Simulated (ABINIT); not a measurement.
# WS2 (Tungstenite): zone-centre phonons, part 2 of 2

Which modes does WS2 (Tungstenite) have at the zone centre?

ABINIT 10.8.3; DFT LDA, scalar-relativistic, plane waves, PseudoDojo norm-conserving pseudopotentials.

So far. Step 3 (Relaxation): The volume changes by -3.1 % in this run and stands -3.1 % from the first cell. Step 4 (Ground state): The cell stands at -0.24 GPa: the relaxation ran with a smoothed and higher cutoff and on another k mesh. The relaxed cell has a = 3.125, c = 12.157 Å (conventional setting).

## Step 6: Zone-centre response

The derivative of the wavefunctions by k comes first, since the response to a field is built on it; then the field and the displacements that symmetry doesn't supply are solved at q = 0.

It reads the wavefunctions written in step 4.

File dfpt_gamma.abi:

```
ndtset 2

# common to the responses
getwfk_filepath "gso_WFK"
kptopt 2
nqpt 1
qpt 0.0 0.0 0.0
asr 0
chneut 0

# d/dk
rfelfd1 2
rfdir1 1 1 1
iscf1 -3
tolwfr1 1.0d-20

# displacements, field
rfphon2 1
rfatpol2 1 6
rfdir2 1 1 1
rfelfd2 3
getddk2 1
tolvrs2 1.0d-10
prtwf2 0

# basis, mesh and filling
ecut 29.0
ngkpt 9 9 2
nshiftk 1
shiftk 0.0 0.0 0.5
istwfk *1
occopt 1
nband 26
nstep 100
diemac 9.0
prtebands 0
prtgsr 0
useylm 1

# cell and atoms
acell 3*1.0 Angstrom
rprim 
    3.125026488 0.0 0.0
    -1.562513244 2.706352326 0.0
    0.0 0.0 12.15698767
ntypat 2
znucl 74 16
natom 6
typat 1 1 2 2 2 2
xred 
    1/3 2/3 0.25
    2/3 1/3 0.75
    1/3 2/3 0.6215890696
    2/3 1/3 0.1215890696
    1/3 2/3 0.8784109304
    2/3 1/3 0.3784109304
pp_dirpath "./pseudo"
pseudos "W.upf, S.upf"
```

Command:

```bash
$ OMP_NUM_THREADS=1 mpirun -n 4 abinit dfpt_gamma.abi > dfpt_gamma.log
```

Numbers of over 12 decimals in the logs are rounded to 6 here.

dfpt_gamma.abo, the main output file:

```text
[banners, grids, parts of the stress and lines that vanish by symmetry left out]
- input  file    -> dfpt_gamma.abi
- output file    -> dfpt_gamma.abo
- root for input  files -> dfpt_gammai
[...]
DATASET    1 : space group P6_3/m m c (#194); Bravais hP (primitive hexag.)
[...]
nfft =      108000          nkpt =          81
[...]
DATASET    2 : space group P6_3/m m c (#194); Bravais hP (primitive hexag.)
[...]
nfft =      108000          nkpt =          81
[...]
== DATASET  1 ==================================================================
[...]
cutoff_energies: {ecut:  29.0, pawecutdg:  -1.0, }
[...]
- 16.00000   6.00000  180309                  znucl, zion, pspdat
[...]
Perturbation : derivative vs k along direction   1
[...]
-ETOT  1  -77.820847876932     -7.782E+01 1.103E+00 0.000E+00
 ETOT  2  -79.268987096005     -1.448E+00 1.198E-01 0.000E+00
 ETOT  3  -79.364746194664     -9.576E-02 2.819E-02 0.000E+00
 ETOT  4  -79.375045872868     -1.030E-02 3.663E-03 0.000E+00
 ETOT  5  -79.376473191070     -1.427E-03 1.158E-03 0.000E+00
[...]
At SCF step   33   max residual=  9.97E-21 < tolwfr=  1.00E-20 =>converged.
[...]
Perturbation : derivative vs k along direction   2
[...]
-ETOT  1  -77.822874005020     -7.782E+01 1.103E+00 0.000E+00
[...]
At SCF step   33   max residual=  9.97E-21 < tolwfr=  1.00E-20 =>converged.
[...]
Perturbation : derivative vs k along direction   3
[...]
-ETOT  1  -3.887079     -3.887E+00 1.140E-02 0.000E+00
[...]
At SCF step   21   max residual=  1.00E-20 < tolwfr=  1.00E-20 =>converged.
[...]
1        1       2.3928804820    0.0000000000
     1        2      -0.8289181142   -0.0000000000
     1        3       0.0000000000    0.0000000000
     2        1      -0.8289181142   -0.0000000000
     2        2       1.4357282891    0.0000000000
     2        3       0.0000000000    0.0000000000
     3        1       0.0000000000    0.0000000000
     3        2       0.0000000000    0.0000000000
     3        3       1.2339844632    0.0000000000
[...]
== DATASET  2 ==================================================================
[...]
cutoff_energies: {ecut:  29.0, pawecutdg:  -1.0, }
[...]
Perturbation : displacement of atom   1   along direction   1
[...]
-ETOT  1   10.449698651907     -1.826E+03 3.126E+00 1.321E+02
[...]
At SCF step   15       vres2   =  3.66E-11 < tolvrs=  1.00E-10 =>converged.
[...]
Perturbation : displacement of atom   1   along direction   3
[...]
-ETOT  1   223.83837661774     -3.387E+04 7.921E+01 1.577E+05
[...]
At SCF step   17       vres2   =  5.57E-11 < tolvrs=  1.00E-10 =>converged.
[...]
Perturbation : displacement of atom   3   along direction   1
[...]
-ETOT  1   4.404618     -2.272E+02 1.924E-01 2.416E+02
[...]
At SCF step   14       vres2   =  1.24E-11 < tolvrs=  1.00E-10 =>converged.
[...]
Perturbation : displacement of atom   3   along direction   3
[...]
-ETOT  1   114.20248797440     -4.684E+03 3.762E+00 6.023E+04
[...]
At SCF step   17       vres2   =  3.44E-11 < tolvrs=  1.00E-10 =>converged.
[...]
Perturbation : homogeneous electric field along direction   1
[...]
-ETOT  1  -1027.9838359948     -1.028E+03 1.155E+02 6.228E+04
[...]
At SCF step   19       vres2   =  1.27E-12 < tolvrs=  1.00E-10 =>converged.
[...]
Perturbation : homogeneous electric field along direction   3
[...]
-ETOT  1   19.268933250919      1.927E+01 6.193E-01 3.092E+05
[...]
ETOT 13  -23.617735123815     -2.266E-11 2.597E-12 5.251E-10
 ETOT 14  -23.617735123818     -2.935E-12 3.746E-13 6.724E-11
 At SCF step   14       vres2   =  6.72E-11 < tolvrs=  1.00E-10 =>converged.
[...]
Dielectric tensor, in cartesian coordinates,
[...]
1    8   1    8        14.1684204769        -0.0000000000
   1    8   2    8         0.0000000000        -0.0000000000
   1    8   3    8        -0.0000000000        -0.0000000000
   2    8   1    8         0.0000000000        -0.0000000000
   2    8   2    8        14.1684204759        -0.0000000000
   2    8   3    8        -0.0000000000        -0.0000000000
   3    8   1    8        -0.0000000000        -0.0000000000
   3    8   2    8        -0.0000000000        -0.0000000000
   3    8   3    8         6.7184382422        -0.0000000000
  Effective charges, in cartesian coordinates,
[...]
1    1   1    8        -0.7202183067         0.0000000000
   2    1   1    8         0.0000000000         0.0000000000
   3    1   1    8         0.0000000000         0.0000000000
   1    2   1    8        -0.7202183067         0.0000000000
   2    2   1    8         0.0000000000         0.0000000000
[...]
Effective charges, in cartesian coordinates,
[...]
2    8   1    6         0.0000000000         0.0000000000
   3    8   1    6         0.0000000000         0.0000000000
   1    8   2    6         0.0000000000         0.0000000000
   2    8   2    6         0.3554951279         0.0000000000
   3    8   2    6         0.0000000000         0.0000000000
   1    8   3    6         0.0000000000         0.0000000000
   2    8   3    6         0.0000000000         0.0000000000
   3    8   3    6         0.3056016598         0.0000000000
  Phonon wavevector (reduced coordinates) :  0.00000  0.00000  0.00000
 Phonon energies in Hartree :
[...]
Phonon frequencies in cm-1    :
-  1.729953E-01  1.729976E-01  2.801592E-01  2.807487E+01  2.807487E+01
-  4.360276E+01  2.977678E+02  2.977678E+02  3.002850E+02  3.002850E+02
-  3.585374E+02  3.585374E+02  3.586082E+02  3.586082E+02  4.191899E+02
-  4.230429E+02  4.379492E+02  4.415837E+02
  Phonon at Gamma, with non-analyticity in the
[...]
Phonon energies in Hartree :
[...]
Phonon frequencies in cm-1    :
-  1.729953E-01  2.302149E-01  2.801592E-01  2.807487E+01  2.807487E+01
-  4.360276E+01  2.977678E+02  2.977678E+02  3.002850E+02  3.002850E+02
-  3.585374E+02  3.585374E+02  3.586082E+02  3.596150E+02  4.191899E+02
-  4.230429E+02  4.379492E+02  4.415837E+02
  Phonon at Gamma, with non-analyticity in the
[...]
Phonon energies in Hartree :
[...]
Phonon frequencies in cm-1    :
-  1.729976E-01  2.302132E-01  2.801592E-01  2.807487E+01  2.807487E+01
-  4.360276E+01  2.977678E+02  2.977678E+02  3.002850E+02  3.002850E+02
-  3.585374E+02  3.585374E+02  3.586082E+02  3.596150E+02  4.191899E+02
-  4.230429E+02  4.379492E+02  4.415837E+02
  Phonon at Gamma, with non-analyticity in the
[...]
Phonon energies in Hartree :
[...]
Phonon frequencies in cm-1    :
-  1.729953E-01  1.729976E-01  3.828124E-01  2.807487E+01  2.807487E+01
-  4.360276E+01  2.977678E+02  2.977678E+02  3.002850E+02  3.002850E+02
-  3.585374E+02  3.585374E+02  3.586082E+02  3.586082E+02  4.191899E+02
-  4.230429E+02  4.392135E+02  4.415837E+02
[...]
fcart2     0.0000000000E+00  0.0000000000E+00  0.0000000000E+00
           strten2     0.0000000000E+00  0.0000000000E+00  0.0000000000E+00
================================================================================
```

The job ended after 40 min (4 MPI ranks of Intel Xeon Platinum 8259CL at 2.50GHz (Skylake/Cascade Lake), shared host; 2.7 h of CPU time).

This step gave:

```
miss of the charge sum rule                                       : 0.02183 e
largest acoustic frequency at the zone centre before the sum rule : 0.28 cm⁻¹
highest optical zone-centre mode (no LO-TO term)                  : 441.6 cm⁻¹
lowest optical zone-centre mode                                   : 28.07 cm⁻¹
mean high-frequency dielectric constant                           : 11.69
largest Born charge in size (third of the trace)                  : 0.6802 e
```

Born charge (rows field, columns displacement), before the sum rule (e), principal values of the symmetric part by kind of site:

```
atom  atoms with these values      low   middle     high     mean
  W1                        2  -0.7202  -0.7202  -0.6003  -0.6802
  S3                        4   0.3056   0.3555   0.3555   0.3389
```

In full for W1:

```
-0.7202  0.0000  0.0000
 0.0000 -0.7202  0.0000
 0.0000  0.0000 -0.6003
```

High-frequency dielectric tensor:

```
14.17  0.00  0.00
 0.00 14.17  0.00
 0.00  0.00  6.72
```

The acoustic modes at Γ come out as far as 0.3 cm⁻¹ from zero, where they should vanish, a small numerical error; the Born charges miss their sum rule by 0.022 e, which is fair.

## Step 7: Modes with the sum rule

anaddb reads the merged derivatives, imposes the acoustic sum rule and charge neutrality, and adds the LO-TO term along chosen directions.

File anaddb.abi:

```
ddb_filepath "gamma_DDB"
output_file "anaddb.abo"
outdata_prefix "anaddb"
asr 1
chneut 1
enunit 2
eivec 1
nph1l 1
qph1l 0.0 0.0 0.0 1.0
dieflag 1
nph2l 3
qph2l 
    1.0 0.0 0.0 0.0
    0.0 0.0 1.0 0.0
    1.0 1.0 1.0 0.0
```

File mrgddb.in:

```
gamma_DDB
merged
2
dfpt_gammao_DS2_DDB
gso_DDB
```

Command:

```bash
$ mrgddb < mrgddb.in > mrgddb.log
$ OMP_NUM_THREADS=1 anaddb anaddb.abi > anaddb.log
```

anaddb.abo, the main output file:

```text
[banners, grids, parts of the stress and lines that vanish by symmetry left out]
-outvars_anaddb: echo values of input variables ----------------------

 Flags :
[...]
Dielectric Tensor and Effective Charges
[...]
Effective charge tensors after
[...]
Phonon wavevector (reduced coordinates) :  0.00000  0.00000  0.00000
 Phonon energies in Hartree :
[...]
Phonon energies in meV     :
-  0.000000E+00  0.000000E+00  0.000000E+00  3.480774E+00  3.480774E+00
-  5.405940E+00  3.691849E+01  3.691849E+01  3.723059E+01  3.723059E+01
-  4.445296E+01  4.445296E+01  4.446175E+01  4.446175E+01  5.197293E+01
-  5.245064E+01  5.429878E+01  5.474941E+01
 Phonon frequencies in cm-1    :
-  0.000000E+00  0.000000E+00  0.000000E+00  2.807434E+01  2.807434E+01
-  4.360184E+01  2.977677E+02  2.977677E+02  3.002849E+02  3.002849E+02
-  3.585373E+02  3.585373E+02  3.586082E+02  3.586082E+02  4.191900E+02
-  4.230429E+02  4.379492E+02  4.415837E+02
 Phonon frequencies in Thz     :
-  0.000000E+00  0.000000E+00  0.000000E+00  8.416474E-01  8.416474E-01
-  1.307150E+00  8.926851E+00  8.926851E+00  9.002316E+00  9.002316E+00
-  1.074868E+01  1.074868E+01  1.075080E+01  1.075080E+01  1.256700E+01
-  1.268251E+01  1.312939E+01  1.323835E+01
 Phonon energies in Kelvin  :
-  0.000000E+00  0.000000E+00  0.000000E+00  4.039271E+01  4.039271E+01
-  6.273333E+01  4.284213E+02  4.284213E+02  4.320430E+02  4.320430E+02
-  5.158552E+02  5.158552E+02  5.159571E+02  5.159571E+02  6.031209E+02
-  6.086644E+02  6.301111E+02  6.353405E+02
[...]
-  1  0.00000000E+00  0.00000000E+00 -1.05170726E-03
-     0.00000000E+00  0.00000000E+00  0.00000000E+00
-  2  0.00000000E+00  0.00000000E+00 -1.05170726E-03
-     0.00000000E+00  0.00000000E+00  0.00000000E+00
-  3  0.00000000E+00  0.00000000E+00 -1.05170726E-03
-     0.00000000E+00  0.00000000E+00  0.00000000E+00
-  4  0.00000000E+00  0.00000000E+00 -1.05170726E-03
-     0.00000000E+00  0.00000000E+00  0.00000000E+00
-  5  0.00000000E+00  0.00000000E+00 -1.05170726E-03
-     0.00000000E+00  0.00000000E+00  0.00000000E+00
-  6  0.00000000E+00  0.00000000E+00 -1.05170726E-03
-     0.00000000E+00  0.00000000E+00  0.00000000E+00
[...]
-  1  0.00000000E+00 -1.05170726E-03  0.00000000E+00
-     0.00000000E+00  0.00000000E+00  0.00000000E+00
-  2  0.00000000E+00 -1.05170726E-03  0.00000000E+00
-     0.00000000E+00  0.00000000E+00  0.00000000E+00
-  3  0.00000000E+00 -1.05170726E-03  0.00000000E+00
-     0.00000000E+00  0.00000000E+00  0.00000000E+00
-  4  0.00000000E+00 -1.05170726E-03  0.00000000E+00
-     0.00000000E+00  0.00000000E+00  0.00000000E+00
-  5  0.00000000E+00 -1.05170726E-03  0.00000000E+00
[...]
-  6  0.00000000E+00 -1.05170726E-03  0.00000000E+00
[...]
-  1  1.05170726E-03  0.00000000E+00  0.00000000E+00
[...]
-  2  1.05170726E-03  0.00000000E+00  0.00000000E+00
[...]
-  5  0.00000000E+00 -1.78069401E-03  0.00000000E+00
[...]
-  6  0.00000000E+00 -1.78069401E-03  0.00000000E+00
[...]
-     1         -0.000000    -0.000000    -0.000000     0.000000
-     2         -0.000000     0.000000    -0.000000     0.000000
[...]
-   1     Real    0.0000E+00  0.0000E+00  0.0000E+00  0.0000E+00  0.0000E+00  0.0000E+00  0.0000E+00
[...]
-   2     Real    0.0000E+00  0.0000E+00  0.0000E+00  0.0000E+00  0.0000E+00  0.0000E+00  0.0000E+00
[...]
-   3     Real    0.0000E+00  0.0000E+00  0.0000E+00  0.0000E+00  0.0000E+00  0.0000E+00  0.0000E+00
[...]
-   4     Real    0.0000E+00  0.0000E+00  0.0000E+00  0.0000E+00  0.0000E+00  0.0000E+00  0.0000E+00
[...]
-   5     Real    0.0000E+00  0.0000E+00  0.0000E+00  0.0000E+00  0.0000E+00  0.0000E+00  0.0000E+00
[...]
-   7     Real    0.0000E+00  0.0000E+00  0.0000E+00  0.0000E+00  0.0000E+00  0.0000E+00  0.0000E+00
[...]
-   8     Real    0.0000E+00  0.0000E+00  0.0000E+00  0.0000E+00  0.0000E+00  0.0000E+00  0.0000E+00
[...]
-   9     Real    0.0000E+00  0.0000E+00  0.0000E+00  0.0000E+00  0.0000E+00  0.0000E+00  0.0000E+00
[...]
-  10     Real    0.0000E+00  0.0000E+00  0.0000E+00  0.0000E+00  0.0000E+00  0.0000E+00  0.0000E+00
[...]
-  11     Real    0.0000E+00  0.0000E+00  0.0000E+00  0.0000E+00  0.0000E+00  0.0000E+00  0.0000E+00
[...]
-  12     Real    0.0000E+00  0.0000E+00  0.0000E+00  0.0000E+00  0.0000E+00  0.0000E+00  0.0000E+00
[...]
-  13     Real    1.1868E-05  0.0000E+00  0.0000E+00 -2.2878E-11  0.0000E+00  0.0000E+00  1.1868E-05
[...]
-  14     Real    0.0000E+00  1.1868E-05  0.0000E+00  2.2878E-11  0.0000E+00  0.0000E+00  1.1868E-05
[...]
Phonon at Gamma, with non-analyticity in the
[...]
Phonon energies in Hartree :
[...]
Phonon energies in meV     :
[...]
-  5.245064E+01  5.429878E+01  5.474941E+01
 Phonon frequencies in cm-1    :
[...]
-  3.585373E+02  3.585373E+02  3.586082E+02  3.596256E+02  4.191900E+02
-  4.230429E+02  4.379492E+02  4.415837E+02
 Phonon frequencies in Thz     :
-  0.000000E+00  0.000000E+00  0.000000E+00  8.416474E-01  8.416474E-01
-  1.307150E+00  8.926851E+00  8.926851E+00  9.002316E+00  9.002316E+00
-  1.074868E+01  1.074868E+01  1.075080E+01  1.078130E+01  1.256700E+01
-  1.268251E+01  1.312939E+01  1.323835E+01
 Phonon energies in Kelvin  :
-  0.000000E+00  0.000000E+00  0.000000E+00  4.039271E+01  4.039271E+01
-  6.273333E+01  4.284213E+02  4.284213E+02  4.320430E+02  4.320430E+02
[...]
-  6.086644E+02  6.301111E+02  6.353405E+02
[...]
-  1  0.00000000E+00  0.00000000E+00 -1.05170726E-03
-     0.00000000E+00  0.00000000E+00  0.00000000E+00
-  2  0.00000000E+00  0.00000000E+00 -1.05170726E-03
-     0.00000000E+00  0.00000000E+00  0.00000000E+00
-  3  0.00000000E+00  0.00000000E+00 -1.05170726E-03
[...]
-  4  0.00000000E+00  0.00000000E+00 -1.05170726E-03
[...]
Phonon at Gamma, with non-analyticity in the
[...]
Phonon energies in Hartree :
[...]
Phonon energies in meV     :
[...]
Phonon frequencies in cm-1    :
[...]
Phonon frequencies in Thz     :
[...]
Phonon energies in Kelvin  :
[...]
Phonon at Gamma, with non-analyticity in the
[...]
Phonon energies in Hartree :
[...]
Phonon energies in meV     :
[...]
Phonon frequencies in cm-1    :
[...]
Phonon frequencies in Thz     :
[...]
Phonon energies in Kelvin  :
[...]
-  6.273333E+01  4.284213E+02  4.284213E+02  4.320430E+02  4.320430E+02
-  5.158552E+02  5.158552E+02  5.159571E+02  5.171368E+02  6.031209E+02
[...]
-  5 -1.25914082E-03  1.25914080E-03  0.00000000E+00
-     0.00000000E+00  0.00000000E+00  0.00000000E+00
-  6 -1.25914082E-03  1.25914080E-03  0.00000000E+00
-     0.00000000E+00  0.00000000E+00  0.00000000E+00
[...]
Direction                     Dielectric constant
[...]
0.00000   0.00000   1.00000      6.75671989
   1.00000   1.00000   1.00000     11.75152571
-
```

Wall time 0.79 s (1 thread).

This step gave:

- mean static dielectric constant: 11.75
- highest mode moved by the LO-TO term: 439.2 cm⁻¹

No LO-TO term; unit eigenvectors of the mass-weighted matrix, from anaddb's displacements. The modes at Γ (shares of kinetic energy by element, %):

```
mode  frequency (cm⁻¹)  W %  S %
   1               0.0   74   26
   2               0.0   74   26
   3               0.0   74   26
   4              28.1   74   26
   5              28.1   74   26
   6              43.6   75   25
   7             297.8    0  100
   8             297.8    0  100
   9             300.3    0  100
  10             300.3    0  100
  11             358.5   26   74
  12             358.5   26   74
  13             358.6   26   74
  14             358.6   26   74
  15             419.2    0  100
  16             423.0    0  100
  17             437.9   26   74
  18             441.6   25   75
```

Displacements in mode 4 (28.1 cm⁻¹), the largest set to 1:
```
W1   0.00 -1.00  0.00
W2   0.00  1.00  0.00
S3   0.00  0.99  0.00
S4   0.00 -0.99  0.00
S5   0.00  0.99  0.00
S6   0.00 -0.99  0.00
```

Displacements in mode 8 (297.8 cm⁻¹), the largest set to 1:
```
W1   0.00  0.00  0.00
W2   0.00  0.00  0.00
S3   0.00  1.00  0.00
S4   0.00 -1.00  0.00
S5   0.00 -1.00  0.00
S6   0.00  1.00  0.00
```

Static dielectric tensor (ions relaxed, fixed cell):

```
14.25  0.00  0.00
 0.00 14.25  0.00
 0.00  0.00  6.76
```

The rule moves no optical mode by more than 0.1 cm⁻¹.

## Step 8: Results

| Property | Result |
| --- | --- |
| space group after relaxation | P6_3/mmc |
| volume per atom | 17.1 Å³ |
| highest optical zone-centre mode (no LO-TO term) | 441.6 cm⁻¹ |
| lowest optical zone-centre mode | 28.1 cm⁻¹ |
| highest mode moved by the LO-TO term | 439.2 cm⁻¹ |
| mean high-frequency dielectric constant | 11.7 |
| largest Born charge in size (third of the trace) | 0.680 e |
| mean static dielectric constant | 11.8 |
| imaginary optical modes at the zone centre (no q mesh in this session) | none |

What this shows: At the LDA level the optical modes of WS2 (Tungstenite) at the zone centre (no LO-TO term) run from 28 to 442 cm⁻¹. Along the directions run, the highest mode that the macroscopic field moves lies at 439 cm⁻¹. These are harmonic frequencies at zero temperature: anharmonic shifts and linewidths and thermal expansion are left out. Spin-orbit coupling is left out, which can matter for the heavy elements here.

[Host names and launcher messages were left out of these logs when they were recorded.]

[Logs are printed without paths, hosts, clocks, repeated set-up lines and the standing remarks that a program may print on its own settings, such as how far it seeks lower states.]

[Hosts, paths, dates, database ids (printed as entryN), source tags and the programs' standing remarks are cut or masked in the printed files.]
